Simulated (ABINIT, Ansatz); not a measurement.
# TaAl (Pm-3m): from the cell to the phonon bands, part 4 of 4

Aim: the phonon dispersion of TaAl (Pm-3m), checked by a second program.

ABINIT 10.8.3; DFT LDA, scalar-relativistic, plane waves, PseudoDojo norm-conserving pseudopotentials.

So far. Step 6 (Linear response at Γ): The acoustic modes at Γ come out as far as 0.8 cm⁻¹ from zero, where they should vanish, a small numerical error. Step 8 (Interpolated phonon bands): The path dips to 112i cm⁻¹.

The structure was built from a prototype and need not be the compound's stable phase.

## 10. Cross-check with Ansatz

A second program on the same cell, potentials, cutoff and meshes tests the implementation of the phonon response, not its convergence.

This step: DFT LDA, scalar-relativistic, plane waves, PseudoDojo norm-conserving pseudopotentials (Ansatz 0.2.0).

input.yaml reads:

```yaml
crystal:
  lattice:
    - [3.1720286435, 0.0, 0.0]
    - [0.0, 3.1720286435, 0.0]
    - [0.0, 0.0, 3.1720286435]
  atoms:
    - { symbol: Al, position: [0.0, 0.0, 0.0] }
    - { symbol: Ta, position: [0.5, 0.5, 0.5] }
kpoints:
  mp_grid: { grid: [8, 8, 8] }
hamiltonian:
  xc: lda
  pseudopotentials: { kind: nc, accuracy: standard }
scf:
  occupations: { method: fermi_dirac, width: 0.27211 }
output:
  eigenvalues: true
basis:
  ecutwfc: 680.285
phonons:
  method: dfpt
  qmesh: [4, 4, 4]
  temperatures: { t_max: 1000, t_step: 50 }
  qpath:
    path:
      - [[0.0, 0.0, 0.0], [0.0, 0.5, 0.0], [0.5, 0.5, 0.0], [0.0, 0.0, 0.0], [0.5, 0.5, 0.5], [0.0, 0.5, 0.0]]
      - [[0.5, 0.5, 0.5], [0.5, 0.5, 0.0]]
    npoints: 10
```

Launch:

```console
$ ansatz run input.yaml --threads 4 --pin off --max-ram 8192MiB --backend cpu --events-out ev --progress --plain --runs-dir out
```

What it wrote:

```text
Warning: basis.ecutwfc = 680.285 eV is below the records' recommended 789.130201 eV, and the density's cutoff is lower with it unless basis.ecutrho_ratio is high enough to keep the records' density cutoff: compare with a run at a higher cutoff
band count auto-derived: 13 (N_el = 16.0; filled up to band 8; 12 by the electrons, moments and atoms)
Engine: ansatz 0.2.0, aarch64-unknown-linux-gnu
Pseudopotentials: kind: nc
Pseudopotential: Al, nc, valence charge 3, recommended cutoff 598.650497 eV (normal), Al.nc.azcp (PseudoDojo's, or run here from an input of PseudoDojo's; its table is named by hamiltonian.pseudopotentials.accuracy)
Pseudopotential: Ta, nc, valence charge 13, recommended cutoff 789.130201 eV (normal), Ta.nc.azcp (PseudoDojo's, or run here from an input of PseudoDojo's; its table is named by hamiltonian.pseudopotentials.accuracy)
Functional definition: SPW92
  exchange = slater_x
  correlation = pw_c
Crystal: 2 atoms, lattice volume = 31.916 Å³
Basis set: ecut = 680.285 eV, 1309 PW (Γ), exchange–correlation on 54×54×54 points (8 copies of the dense FFT grid, shifted against one another)
Bands: 13, of which v1, the nominal top of the filled ones, is band 8 counted from 1 (7 counted from 0)
Symmetry: 48 space group operations
k-points: 35 of 512
Non-local potential: Al, projectors of the file, l = 0: 2, l = 1: 2, l = 2: 2
Non-local potential: Ta, projectors of the file, l = 0: 2, l = 1: 2, l = 2: 2, l = 3: 2
Initial density: superposition of atomic densities (chi_scale 0.1, normalization cell, long waves kept (reshape's long-wave potential 0.00 eV rms))
Initial wavefunctions: pseudopotential atomic-orbital guess
Functional: x = slater, c = lda
SCF iter   1: F=—  HF=-1837.662524 eV  |F-HF|=—  |Δ(HF+E_count)|=         —  Δρ=3.23e-2  dr2=3.61e-1  ethr=3.10e-3  ⟨swp⟩=5.1  Hψ=2770  notcnv=0
preconditioner: auto → none  [metal: Δε(μ)=0.064 eV  Ē_g=7.542 eV  σ=0.272 eV  W_gap=0.06  n_scr=6 (ndim 8)  ℏωp=18.6 eV  f_vac=0.000  D(μ)=1.74/eV (n_scr^D=18)  sad-step TF]
SCF iter   2: F=—  HF=-1837.568200 eV  |F-HF|=—  |Δ(HF+E_count)|=   9.43e-2  Δρ=1.89e-2  dr2=1.16e-1  ethr=2.26e-3  ⟨swp⟩=1.0  Hψ=735  notcnv=0
SCF iter   3: F=—  HF=-1837.524615 eV  |F-HF|=—  |Δ(HF+E_count)|=   4.36e-2  Δρ=4.42e-3  dr2=1.12e-2  ethr=7.22e-4  ⟨swp⟩=2.1  Hψ=606  notcnv=0
SCF iter   4: F=—  HF=-1837.520737 eV  |F-HF|=—  |Δ(HF+E_count)|=   3.88e-3  Δρ=6.58e-4  dr2=4.42e-5  ethr=7.02e-5  ⟨swp⟩=2.7  Hψ=727  notcnv=0
SCF iter   5: F=—  HF=-1837.520718 eV  |F-HF|=—  |Δ(HF+E_count)|=   1.87e-5  Δρ=1.53e-4  dr2=1.90e-6  ethr=2.76e-7  ⟨swp⟩=2.4  Hψ=767  notcnv=0
SCF iter   6: F=—  HF=-1837.520720 eV  |F-HF|=—  |Δ(HF+E_count)|=   2.26e-6  Δρ=1.27e-5  dr2=2.45e-8  ethr=1.19e-8  ⟨swp⟩=1.5  Hψ=524  notcnv=0
SCF iter   7: F=—  HF=-1837.520720 eV  |F-HF|=—  |Δ(HF+E_count)|=   5.97e-9  Δρ=2.74e-6  dr2=7.81e-10  ethr=1.53e-10  ⟨swp⟩=2.3  Hψ=796  notcnv=0
SCF iter   8: F=—  HF=-1837.520720 eV  |F-HF|=—  |Δ(HF+E_count)|=  3.27e-10  Δρ=8.52e-7  dr2=7.72e-11  ethr=4.88e-12  ⟨swp⟩=2.3  Hψ=699  notcnv=0
SCF iter   9: F=-1837.520720 eV  HF=-1837.520720 eV  |F-HF|=1.36e-12  |Δ(HF+E_count)|=  4.16e-11  Δρ=1.19e-7  dr2=1.66e-12  ethr=1.00e-12  ⟨swp⟩=7.0  Hψ=2605  notcnv=0
SCF 1 converged in 9 iterations: F = -1837.520720 eV  dr2 = 1.66e-12
Initial density: read from a saved state, or passed on in memory by an earlier SCF of this step, an earlier step, the calling program or the single point that the run made first
iter 1 solved again at ethr=1.55e-8 eV; its pass at ethr=3.10e-3 eV (dr2=2.48e-6 eV) is discarded
SCF iter   1: F=—  HF=-1837.520719 eV  |F-HF|=—  |Δ(HF+E_count)|=         —  Δρ=2.35e-7  dr2=1.42e-11  ethr=1.55e-8  ⟨swp⟩=4.6  Hψ=4620  notcnv=0
eigensolver tolerance schedule: the retry pair's looser diagonalisation over-reported the residual by 174545.15 of it (diagonalisation noise at 6.82 of the residual, at the tolerance the schedule requests for it); recorded, not acted on — ethr = c·dr2/N_el stays at c = 1.0e-1
preconditioner: auto → none  [metal: Δε(μ)=0.014 eV  Ē_g=7.410 eV  σ=0.272 eV  W_gap=0.01  n_scr=6 (ndim 8)  ℏωp=18.6 eV  f_vac=0.000  D(μ)=1.80/eV (n_scr^D=18)]
SCF iter   2: F=—  HF=-1837.520720 eV  |F-HF|=—  |Δ(HF+E_count)|=   1.58e-6  Δρ=1.42e-7  dr2=1.36e-11  ethr=1.00e-12  ⟨swp⟩=3.3  Hψ=1028  notcnv=0
SCF iter   3: F=-1837.520720 eV  HF=-1837.520720 eV  |F-HF|=1.82e-12  |Δ(HF+E_count)|=  4.09e-12  Δρ=5.66e-8  dr2=2.12e-12  ethr=1.00e-12  ⟨swp⟩=3.6  Hψ=1834  notcnv=0
SCF 2 converged in 3 iterations: F = -1837.520720 eV  dr2 = 2.12e-12
phonons: the bands overlap, so this run is a metal and interpolates without the dipole-dipole term. If the crystal is really an insulator or semiconductor, its LO-TO splitting is missing
NSCF: frozen V_eff on 35 k-points
WARN: eigensolver did not converge in 4 slots of this pass, the one above among them; of largest residual over every band (k=9): 1 band(s) unlocked (lowest unlocked band 12, counted from 0; max residual 1.28e-4 eV among the unlocked bands, 1.28e-4 eV over every band); of lowest unlocked band (k=4): band 12
NSCF: frozen V_eff on 75 k-points
DFPT response loops at q = (0, 0, 0) (fractional): preconditioner auto → Kerker (q_TF=auto, 2.432 Å⁻¹) (partly filled bands, converged f_vac=0.000); β = 1.00, the filter's whole step (`scf.mixing.beta` (0.50) is not read by the response loops under this deck's `scf.mixing.preconditioner`; to damp them name `kerker` or `kerker_dos`, under which they read `scf.mixing.beta`, and type it under 1.00, their step now; both keys bind the ground state too); Broyden in place of MSR1
NSCF: frozen V_eff on 400 k-points
DFPT response loops at q = (0, 0, 0.25) (fractional): mixed as the last ones told, above
NSCF: frozen V_eff on 250 k-points
DFPT response loops at q = (0, 0, -0.5) (fractional): mixed as the last ones told, above
NSCF: frozen V_eff on 640 k-points
DFPT response loops at q = (0, 0.25, 0.25) (fractional): mixed as the last ones told, above
NSCF: frozen V_eff on 400 k-points
DFPT response loops at q = (0, 0.25, -0.5) (fractional): mixed as the last ones told, above
NSCF: frozen V_eff on 250 k-points
DFPT response loops at q = (0, -0.5, -0.5) (fractional): mixed as the last ones told, above
NSCF: frozen V_eff on 576 k-points
DFPT response loops at q = (0.25, 0.25, 0.25) (fractional): mixed as the last ones told, above
NSCF: frozen V_eff on 640 k-points
DFPT response loops at q = (0.25, 0.25, -0.5) (fractional): mixed as the last ones told, above
NSCF: frozen V_eff on 400 k-points
DFPT response loops at q = (0.25, -0.5, -0.5) (fractional): mixed as the last ones told, above
NSCF: frozen V_eff on 150 k-points
DFPT response loops at q = (-0.5, -0.5, -0.5) (fractional): mixed as the last ones told, above
SCF converged after 9 iterations
Free energy (F): -1837.520720 eV
Harris-Foulkes:  -1837.520720 eV  (|F-HF|=1.36e-12)
Internal energy: -1837.087843 eV  (E = F + TS)
E sigma→0 (E₀):  -1837.304281 eV
Entropy (-TS):   -0.432878 eV (-216.439 meV/atom)
Fermi energy:    14.529667 eV
--- Per-component energies (eV) ---
  E_band       = -134.448175
  E_kinetic    = 494.246355
  E_local      = -1037.380739  (includes V_loc(G=0)·N_el)
  E_nonlocal   = 133.613423
  E_hartree    = 292.235419
  E_xc         = -431.495184
  E_vxc        = -309.398075  (∫ρ·V_xc dr)
  E_ewald      = -1288.307118
  E_smearing   = -0.432878  (= −TS)
  E_closure    = -0.000000  (closes the sum)
  Σ components = -1837.520720   (vs F -1837.520720, Δ=0.00e0)
--- Band table (eV; the first three rows and the last of 35) ---
  k-point 0: bands = [... 4 lower, 4.3257, 11.8726, 11.8726, 17.2387, 17.2387, 17.2387, 18.9305, 18.9305, ... 1 higher]
  k-point 1: bands = [... 4 lower, 4.6239, 11.8733, 12.0077, 16.3459, 16.3459, 17.3054, 18.2015, 19.9571, ... 1 higher]
  k-point 2: bands = [... 4 lower, 5.4720, 11.4209, 12.3693, 15.2134, 15.2134, 17.4731, 17.6828, 21.5162, ... 1 higher]
  k-point 34: bands = [... 4 lower, 10.2307, 10.2307, 10.2307, 14.7079, 18.0561, 18.0561, 18.0561, 19.6170, ... 1 higher]
--- Phonons (Γ-DFPT): 2 representative perturbations + reference (Σ response iterations 5) ---
  ASR residual: 6.621e-4 → 0.000e0 eV/Å²; symmetrization residual: 1.091e-6 eV/Å²
  ASR residual per site (eV/Å²): 1.01e-5 6.62e-4
  Γ frequencies (cm⁻¹): 0.00 0.00 0.00 298.10 298.10 298.10
--- Phonons (arbitrary-q DFPT): 10 irreducible q on the 4×4×4 mesh ---
  q = [0.0000, 0.0000, 0.0000] (star 1, of the zone-centre solve; hermiticity 2.84e-7, symmetrization 4.17e-15): -0.00 0.00 0.00 298.10 298.10 298.10
  q = [0.0000, 0.0000, 0.2500] (star 6, 4 solved perturbations in 640 linear systems a pass and spin channel, the states on 200 of 512 k-point pairs; hermiticity 1.35e-6, symmetrization 5.18e-14, the responses' own estimated error 1.4e-4 eV/Å²): 59.85 68.58 68.58 287.46 287.46 289.64
  q = [0.0000, 0.0000, -0.5000] (star 3, 4 solved perturbations in 400 linear systems a pass and spin channel, the states on 125 of 512 k-point pairs; hermiticity 6.01e-14, symmetrization 1.67e-13, the responses' own estimated error 1.4e-4 eV/Å²): 104.32 110.53 110.53 270.02 270.02 270.43
  q = [0.0000, 0.2500, 0.2500] (star 12, 4 solved perturbations in 1000 linear systems a pass and spin channel, the states on 320 of 512 k-point pairs; hermiticity 8.94e-7, symmetrization 9.43e-14, the responses' own estimated error 1.4e-4 eV/Å²): -90.81 92.82 113.59 270.05 285.82 306.23
  q = [0.0000, 0.2500, -0.5000] (star 12, 6 solved perturbations on 200 of 512 k-point pairs; hermiticity 4.00e-7, symmetrization 2.67e-14, the responses' own estimated error 1.3e-4 eV/Å²): -47.61 -41.43 124.21 278.95 289.73 294.83
  q = [0.0000, -0.5000, -0.5000] (star 3, 4 solved perturbations in 400 linear systems a pass and spin channel, the states on 125 of 512 k-point pairs; hermiticity 4.17e-7, symmetrization 1.13e-13, the responses' own estimated error 1.4e-4 eV/Å²): -111.77 -111.77 134.49 286.71 305.92 305.92
  q = [0.2500, 0.2500, 0.2500] (star 8, 2 solved perturbations on 288 of 512 k-point pairs; hermiticity 5.17e-7, symmetrization 1.46e-13, the responses' own estimated error 1.3e-4 eV/Å²): -26.12 -26.12 98.78 285.70 293.66 293.66
  q = [0.2500, 0.2500, -0.5000] (star 12, 4 solved perturbations in 1000 linear systems a pass and spin channel, the states on 320 of 512 k-point pairs; hermiticity 2.64e-7, symmetrization 2.26e-14, the responses' own estimated error 1.4e-4 eV/Å²): -44.38 -34.57 105.60 271.74 295.63 299.94
  q = [0.2500, -0.5000, -0.5000] (star 6, 4 solved perturbations in 640 linear systems a pass and spin channel, the states on 200 of 512 k-point pairs; hermiticity 2.36e-7, symmetrization 4.96e-14, the responses' own estimated error 1.4e-4 eV/Å²): -55.46 -55.46 117.54 275.66 289.64 289.64
  q = [-0.5000, -0.5000, -0.5000] (star 1, 2 solved perturbations on 75 of 512 k-point pairs; hermiticity 1.66e-13, symmetrization 5.35e-13, the responses' own estimated error 1.4e-4 eV/Å²): 93.42 93.42 93.42 263.21 263.21 263.21
  sum rule: each row above includes the acoustic sum rule's correction from the zone centre's row sums; it moved no ω² by more than (1.00 cm⁻¹)²
  mesh force constants: q→R imaginary residual 5.27e-18; ASR residual 6.621e-4 → 0.000e0 eV/Å²; symmetrization residual 6.217e-15 eV/Å²
  interpolated dispersion: 62 rows × 6 modes
  density of states and harmonic sums: on the 20×20×20 q-mesh, interpolated from the force constants of a 4×4×4 supercell (no non-analytic term)
  largest difference from the sums on the solved wave vectors: F 1.11e-1 eV, S 1.48e-4 and C_V 3.72e-5 eV/K
  zero-point energy: 0.063747 eV/cell   skipped modes (ω ≤ 0): 297, of them read as no rigid motion or as one in doubt: 294 (1.083e0 modes/cell left out, lowest -111.77 cm⁻¹)   left out of the sums: 1.81e-1 of the cell's modes: C_V's classical limit lies that fraction below 3 k_B per atom; for a crystal, a wire or a layer, F and S can be off by more, and a phonons.interpolated_qmesh denser along its periods is the remedy for the sampling
```

Run time: 94 s. Hardware: 4 threads of Arm Neoverse V1, shared host; peak memory 0.85 GiB.

Read from the output:

| Quantity | Value |
| --- | --- |
| sum-rule residual before enforcement | 6.62e-4 eV/Å² |
| share of modes beyond 3i cm⁻¹ on the dense interpolated mesh | 0.1797 |

## 11. The two compared: ABINIT PseudoDojo and Ansatz, PseudoDojo

Worked out from the results:

* root-mean-square difference: 0.05 cm⁻¹
* largest difference: 0.17 cm⁻¹
* root-mean-square difference on the path: 0.1 cm⁻¹
* largest difference on the path: 0.9 cm⁻¹

The 12 of 57 modes that differ most. Frequencies side by side:

| q (reciprocal lattice) | mode | ABINIT PseudoDojo (cm⁻¹) | Ansatz, PseudoDojo (cm⁻¹) |
| --- | --- | --- | --- |
| 0.25 0 0 | 2 | 68.46 | 68.58 |
| 0.25 0 0 | 3 | 68.46 | 68.58 |
| 0.5 0 0 | 2 | 110.5 | 110.5 |
| 0.5 0 0 | 3 | 110.5 | 110.5 |
| 0.25 0.25 0 | 1 | -90.84 | -90.81 |
| 0.25 0.25 0 | 2 | 92.68 | 92.82 |
| 0.5 0.25 0 | 1 | -47.74 | -47.61 |
| 0.5 0.25 0 | 3 | 124.1 | 124.2 |
| 0.5 0.5 0 | 3 | 134.4 | 134.5 |
| 0.5 0.25 0.25 | 2 | -34.74 | -34.57 |
| 0.5 0.25 0.25 | 3 | 105.5 | 105.6 |
| 0.5 0.5 0.25 | 3 | 117.4 | 117.5 |

The interpolated bands of the two lie on top of each other.

At the solved wavevectors the largest difference (acoustic modes at Γ apart) is 0.06 % of the highest mode.

## 12. Outcome

```yaml
space_group_after_relaxation: Pm-3m
volume_per_atom: 16.0 Å³
highest_optical_zone_centre_mode_no_lo_to_term: 298.1 cm⁻¹
q_mesh: 4×4×4
lowest_mode_on_the_q_mesh_acoustic_ones_at_the_zone_centre_apart: -111.8 cm⁻¹
imaginary_modes_on_the_q_mesh: yes
largest_difference_from_ansatz_pseudodojo: 0.17 cm⁻¹
```

**Reading.** TaAl (Pm-3m) is unstable: a mode solved on the 4×4×4 mesh is imaginary, 112i cm⁻¹; its spectrum reaches 307 cm⁻¹. At the LDA level the optical modes of TaAl (Pm-3m) at the zone centre lie at 298 cm⁻¹. The base run prints -0.32 GPa, mostly the error of a finite basis; the relaxation, with a smoothed and higher cutoff, had brought the cell to rest. The most unstable solved mode lies at q = (0.5, 0.5, 0), on the zone boundary, so the distortion that it points to doubles the cell. ABINIT PseudoDojo and Ansatz, PseudoDojo agree to 0.17 cm⁻¹ (0.06 % of the highest mode compared) on all solved modes but the acoustic ones at Γ, without the LO-TO term. These are harmonic frequencies: anharmonic shifts and widths and the lattice's thermal expansion are left out. The Fermi-Dirac smearing of 0.01 Ha is an electronic temperature of 3158 K, which adds a pressure of its own and can shift the volume and soft modes. Spin-orbit coupling is left out, which can matter for the heavy elements here. In a metal the frequencies hang on the k mesh and the smearing, most of all near Kohn anomalies. Ansatz warns that the cutoff lies 14 % under the one recommended for these files; agreement at one cutoff is not convergence. The structure is a hypothetical one, built on a prototype.

[Host names and launcher messages were left out of these logs when they were recorded.]

[Logs are printed without paths, hosts, clocks, repeated set-up lines and the standing remarks that a program may print on its own settings, such as how far it seeks lower states.]

[Hosts, paths, dates, database ids (printed as entryN), source tags and the programs' standing remarks are cut or masked in the printed files.]
